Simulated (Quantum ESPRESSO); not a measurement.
# Collinear magnetic orders of CoSn with Quantum ESPRESSO, part 2 of 2

Aim: find out which collinear order of CoSn costs least.

Quantum ESPRESSO 7.5; LDA; plane waves with GBRV 1.5 LDA potentials, no spin-orbit coupling.

So far: Set-up; Run 1 (ferro +++).

### Step 3. Start 2: ferri ++−

File pw.in:

```
&CONTROL
  calculation = 'scf'
  prefix = 'pwscf'
  outdir = './tmp'
  pseudo_dir = './pseudo'
  disk_io = 'nowf'
/
&SYSTEM
  ibrav = 0
  nat = 6
  ntyp = 3
  ecutwfc = 40
  ecutrho = 280
  nbnd = 60
  occupations = 'smearing'
  smearing = 'fd'
  degauss = 0.00734986
  nspin = 2
  starting_magnetization(1) = 0.1176
  starting_magnetization(2) = -0.1176
  starting_magnetization(3) = 0
/
&ELECTRONS
  conv_thr = 1.2d-08
  electron_maxstep = 150
  mixing_beta = 0.3
/
ATOMIC_SPECIES
Co1    58.9332 co_lda_v1.2.uspp.F.UPF
Co2    58.9332 co_lda_v1.2.uspp.F.UPF
Sn    118.7100 sn_lda_v1.4.uspp.F.UPF
CELL_PARAMETERS angstrom
   5.2460399276    0.0000000000    0.0000000000
  -2.6230199638    4.5432038466    0.0000000000
   0.0000000000    0.0000000000    4.1875903000
ATOMIC_POSITIONS crystal
Co1     0.0000000000    0.5000000000    0.0000000000
Co1     0.5000000000    0.5000000000    0.0000000000
Co2     0.5000000000    0.0000000000    0.0000000000
Sn      0.6666666700    0.3333333300    0.5000000000
Sn      0.3333333300    0.6666666700    0.5000000000
Sn      0.0000000000    0.0000000000    0.0000000000
K_POINTS automatic
6 6 6 0 0 0
```

Command:

```console
> OMP_NUM_THREADS=1 mpirun -n 4 pw.x -nk 4 -in pw.in > pw.out
```

The program printed:

```text
[banner, memory and clock lines left out]
Program PWSCF v.7.5 starts

     Message from routine setup:
     using ibrav=0 with symmetry is DISCOURAGED, use correct ibrav instead

     bravais-lattice index     =            0
     lattice parameter (alat)  =       9.9136  a.u.
     unit-cell volume          =     673.5264 (a.u.)^3
     number of atoms/cell      =            6
     number of atomic types    =            3
     number of electrons       =        93.00
     number of Kohn-Sham states=           60
     kinetic-energy cutoff     =      40.0000  Ry
     charge density cutoff     =     280.0000  Ry
     scf convergence threshold =      1.2E-08
     mixing beta               =       0.3000
     number of iterations used =            8  plain     mixing
     Exchange-correlation=  SLA  PZ   NOGX NOGC
                           (   1   1   0   0   0   0   0)

     celldm(1)=   9.913579  celldm(2)=   0.000000  celldm(3)=   0.000000
     celldm(4)=   0.000000  celldm(5)=   0.000000  celldm(6)=   0.000000

     crystal axes: (cart. coord. in units of alat)
               a(1) = (   1.000000   0.000000   0.000000 )
               a(2) = (  -0.500000   0.866025   0.000000 )
               a(3) = (   0.000000   0.000000   0.798238 )

     reciprocal axes: (cart. coord. in units 2 pi/alat)
               b(1) = (  1.000000  0.577350 -0.000000 )
               b(2) = (  0.000000  1.154701  0.000000 )
               b(3) = (  0.000000 -0.000000  1.252759 )

     PseudoPot. # 1 for Co read from file:
     co_lda_v1.2.uspp.F.UPF
     Pseudo is Ultrasoft + core correction, Zval = 17.0

     PseudoPot. # 2 for Co read from file:
     co_lda_v1.2.uspp.F.UPF
     Pseudo is Ultrasoft + core correction, Zval = 17.0

     PseudoPot. # 3 for Sn read from file:
     sn_lda_v1.4.uspp.F.UPF
     Pseudo is Ultrasoft + core correction, Zval = 14.0

     atomic species   valence    mass     pseudopotential
     Co1              17.00    58.93320     Co( 1.00)
     Co2              17.00    58.93320     Co( 1.00)
     Sn               14.00   118.71000     Sn( 1.00)

     Starting magnetic structure
     atomic species   magnetization
     Co1             0.118
     Co2            -0.118
     Sn              0.000

      8 Sym. Ops., with inversion, found

   Cartesian axes

     site n.     atom                  positions (alat units)
         1        Co1    tau(   1) = (  -0.2500000   0.4330127   0.0000000  )
         2        Co1    tau(   2) = (   0.2500000   0.4330127   0.0000000  )
         3        Co2    tau(   3) = (   0.5000000   0.0000000   0.0000000  )
         4        Sn     tau(   4) = (   0.5000000   0.2886751   0.3991192  )
         5        Sn     tau(   5) = (  -0.0000000   0.5773503   0.3991192  )
         6        Sn     tau(   6) = (   0.0000000   0.0000000   0.0000000  )

     number of k points=    52  Fermi-Dirac smearing, width (Ry)=  0.0073
                       cart. coord. in units 2pi/alat
        k(    1) = (   0.0000000   0.0000000   0.0000000), wk =   0.0046296
        k(    2) = (   0.0000000   0.0000000   0.2087931), wk =   0.0092593
        k(    3) = (   0.0000000   0.0000000   0.4175862), wk =   0.0092593
        k(    4) = (   0.0000000   0.0000000  -0.6263793), wk =   0.0046296
        k(    5) = (   0.0000000   0.1924501   0.0000000), wk =   0.0092593
        [... 47 further k-points ...]

     Dense  grid:    53269 G-vectors     FFT dimensions: (  54,  54,  45)

     Smooth grid:    23023 G-vectors     FFT dimensions: (  40,  40,  32)

     Check: negative core charge=   -0.000020
     Generating pointlists ...
     new r_m :   0.2032 (alat units)  2.0143 (a.u.) for type    1
     new r_m :   0.2032 (alat units)  2.0143 (a.u.) for type    2
     new r_m :   0.2032 (alat units)  2.0143 (a.u.) for type    3

     Initial potential from superposition of free atoms

     starting charge      86.9999, renormalised to      93.0000
     Starting wfcs are   66 randomized atomic wfcs

     Self-consistent Calculation

     iteration #  1     ecut=    40.00 Ry     beta= 0.30
     Davidson diagonalization with overlap
     ethr =  1.00E-02,  avg # of iterations =  6.0

     total energy              =   -1349.94884561 Ry
     estimated scf accuracy    <      67.15860297 Ry

     total magnetization       =     0.69 Bohr mag/cell
     absolute magnetization    =     2.43 Bohr mag/cell

     iteration #  2     ecut=    40.00 Ry     beta= 0.30
     Davidson diagonalization with overlap
     ethr =  1.00E-02,  avg # of iterations =  3.0

     total energy              =   -1369.88398293 Ry
     estimated scf accuracy    <      47.40785867 Ry

     total magnetization       =     0.09 Bohr mag/cell
     absolute magnetization    =     0.31 Bohr mag/cell

     [... further iterations left out ...]

     iteration # 20     ecut=    40.00 Ry     beta= 0.30
     Davidson diagonalization with overlap
     ethr =  1.64E-10,  avg # of iterations =  3.5

     total energy              =   -1371.77733222 Ry
     estimated scf accuracy    <       0.00000003 Ry

     total magnetization       =    -0.00 Bohr mag/cell
     absolute magnetization    =     0.00 Bohr mag/cell

     iteration # 21     ecut=    40.00 Ry     beta= 0.30
     Davidson diagonalization with overlap
     ethr =  3.71E-11,  avg # of iterations =  3.3

     Magnetic moment per site  (integrated on atomic sphere of radius R)
     atom   1 (R=0.203)  charge= 15.9279  magn=  0.0002
     atom   2 (R=0.203)  charge= 15.9279  magn=  0.0002
     atom   3 (R=0.203)  charge= 15.9279  magn= -0.0002
     atom   4 (R=0.203)  charge= 11.2565  magn= -0.0000
     atom   5 (R=0.203)  charge= 11.2565  magn= -0.0000
     atom   6 (R=0.203)  charge= 11.1935  magn= -0.0000

     End of self-consistent calculation

     Number of k-points >= 100: set verbosity='high' to print the bands.

     the Fermi energy is    14.7436 ev

!    total energy              =   -1371.77733227 Ry
     estimated scf accuracy    <          6.8E-09 Ry
     smearing contrib. (-TS)   =      -0.01169542 Ry
     internal energy E=F+TS    =   -1371.76563685 Ry

     The total energy is F=E-TS. E is the sum of the following terms:
     one-electron contribution =    -793.92458715 Ry
     hartree contribution      =     461.12331223 Ry
     xc contribution           =    -224.49382045 Ry
     ewald contribution        =    -814.47054149 Ry

     total magnetization       =     0.00 Bohr mag/cell
     absolute magnetization    =     0.00 Bohr mag/cell

     convergence has been achieved in  21 iterations
```

The job ended after 88 s (4 MPI ranks of AMD EPYC 9R14 (Zen 4), shared host; peak memory 0.8 GiB; 5.8 min of CPU time).

Spin moment in the atom's sphere by atom:

```tsv
atom	spin moment in the atom's sphere (μB)
Co1	0.0002
Co2	0.0002
Co3	-0.0002
Sn4	0.0000
Sn5	0.0000
Sn6	0.0000
```

This step gave:

```yaml
smearing_term_ts: 0.1591 eV
magnetization: 0 μB
absolute_magnetization: 0 μB
final_state: non-magnetic
```

Valence density in the ab plane at fractional z = 0.000, with atoms of Co and Sn within 0.2 Å of it. It is the smooth field of the valence electrons, not physical close to the nuclei.

Ten steps, logarithmic in the rise over the least value, from '0' (0 e/Å³) to '9' (39 e/Å³), each cell a mean:
```
64101588510156
31001454100145
10000110000111
00000000000000
23100012320001
76300157630015
97200489720048
84101588510158
41001454100145
00000110000011
01000000000000
33200012310001
66310147630014
66300489720136
```
Columns run along a (5.2 Å), rows up along b (5.2 Å). Atoms in or near the plane, at fractional coordinates: Co at (0.00, 0.50), Co at (0.50, 0.50), Co at (0.50, 0.00), Sn at (0.00, 0.00).

### Step 4. Run 3 (no spin polarisation)

File pw.in:

```
&CONTROL
  calculation = 'scf'
  prefix = 'pwscf'
  outdir = './tmp'
  pseudo_dir = './pseudo'
  disk_io = 'nowf'
/
&SYSTEM
  ibrav = 0
  nat = 6
  ntyp = 2
  ecutwfc = 40
  ecutrho = 280
  nbnd = 59
  occupations = 'smearing'
  smearing = 'fd'
  degauss = 0.00734986
/
&ELECTRONS
  conv_thr = 1.2d-08
  electron_maxstep = 150
  mixing_beta = 0.3
/
ATOMIC_SPECIES
Co     58.9332 co_lda_v1.2.uspp.F.UPF
Sn    118.7100 sn_lda_v1.4.uspp.F.UPF
CELL_PARAMETERS angstrom
   5.2460399276    0.0000000000    0.0000000000
  -2.6230199638    4.5432038466    0.0000000000
   0.0000000000    0.0000000000    4.1875903000
ATOMIC_POSITIONS crystal
Co      0.0000000000    0.5000000000    0.0000000000
Co      0.5000000000    0.5000000000    0.0000000000
Co      0.5000000000    0.0000000000    0.0000000000
Sn      0.6666666700    0.3333333300    0.5000000000
Sn      0.3333333300    0.6666666700    0.5000000000
Sn      0.0000000000    0.0000000000    0.0000000000
K_POINTS automatic
6 6 6 0 0 0
```

The program printed:

```text
     [... lines left out ...]
Program PWSCF v.7.5 starts
     [... lines left out ...]
     number of atoms/cell      =            6
     [... lines left out ...]
     number of electrons       =        93.00
     number of Kohn-Sham states=           59
     kinetic-energy cutoff     =      40.0000  Ry
     charge density cutoff     =     280.0000  Ry
     scf convergence threshold =      1.2E-08
     [... lines left out ...]
     24 Sym. Ops., with inversion, found
     [... lines left out ...]
     number of k points=    28  Fermi-Dirac smearing, width (Ry)=  0.0073
     [... lines left out ...]
     iteration # 15     ecut=    40.00 Ry     beta= 0.30
     [... lines left out ...]
     the Fermi energy is    14.7437 ev
!    total energy              =   -1371.77733227 Ry
     estimated scf accuracy    <       0.00000001 Ry
     smearing contrib. (-TS)   =      -0.01169623 Ry
     [... lines left out ...]
     convergence has been achieved in  15 iterations
```

Elapsed: 21 s, on 4 MPI ranks; peak memory 0.44 GiB; 84 s of CPU time.

Numbers from this step:

```
smearing term TS : 0.1591 eV
final state      : non-magnetic (no spin polarisation)
```

### Step 5. Ranking

An order is kept where moments of 0.15 μB or more survive with the typed signs; meshes match where a doubled cell samples the same k points as the first cell.

Orders:

```tsv
start	final state	typed order kept	energy over the lowest (meV a seeded atom)	largest site moment (μB)	net moment (μB a cell of the first run)	mesh matched	CPU time (s)
ferro +++	non-magnetic	no	0	0	0	yes	171.4
ferri ++-	non-magnetic	no	0	0	0	yes	349.2
no spin polarisation	non-magnetic	-	0	0	0	yes	83.6
```

### Step 6. Summary of results

| Item | Value |
| --- | --- |
| lowest state found | non-magnetic (from ferro +++, ferri ++- and no spin polarisation) |
| largest site moment | 0 μB |

The lowest state carries no moment, and no start kept one. This is the lowest of 3 collinear or spinless starts, no proof of the ground state. Energies are free energies at an electronic temperature of 1160 K, which lowers moments and differences where the moments are itinerant.

[Logs and program files are shortened in this print: banners, set-up blocks, solver, clock and traceback lines can be left out without a mark of their own.]

[Logs are printed without paths, hosts, clocks, repeated set-up lines and the standing remarks that a program may print on its own settings, such as how far it seeks lower states.]

[Hosts, paths, dates, database ids (printed as entryN), source tags and the programs' standing remarks are cut or masked in the printed files.]

[Where a cell is said to come from a database of computed structures, the database is the Materials Project.]
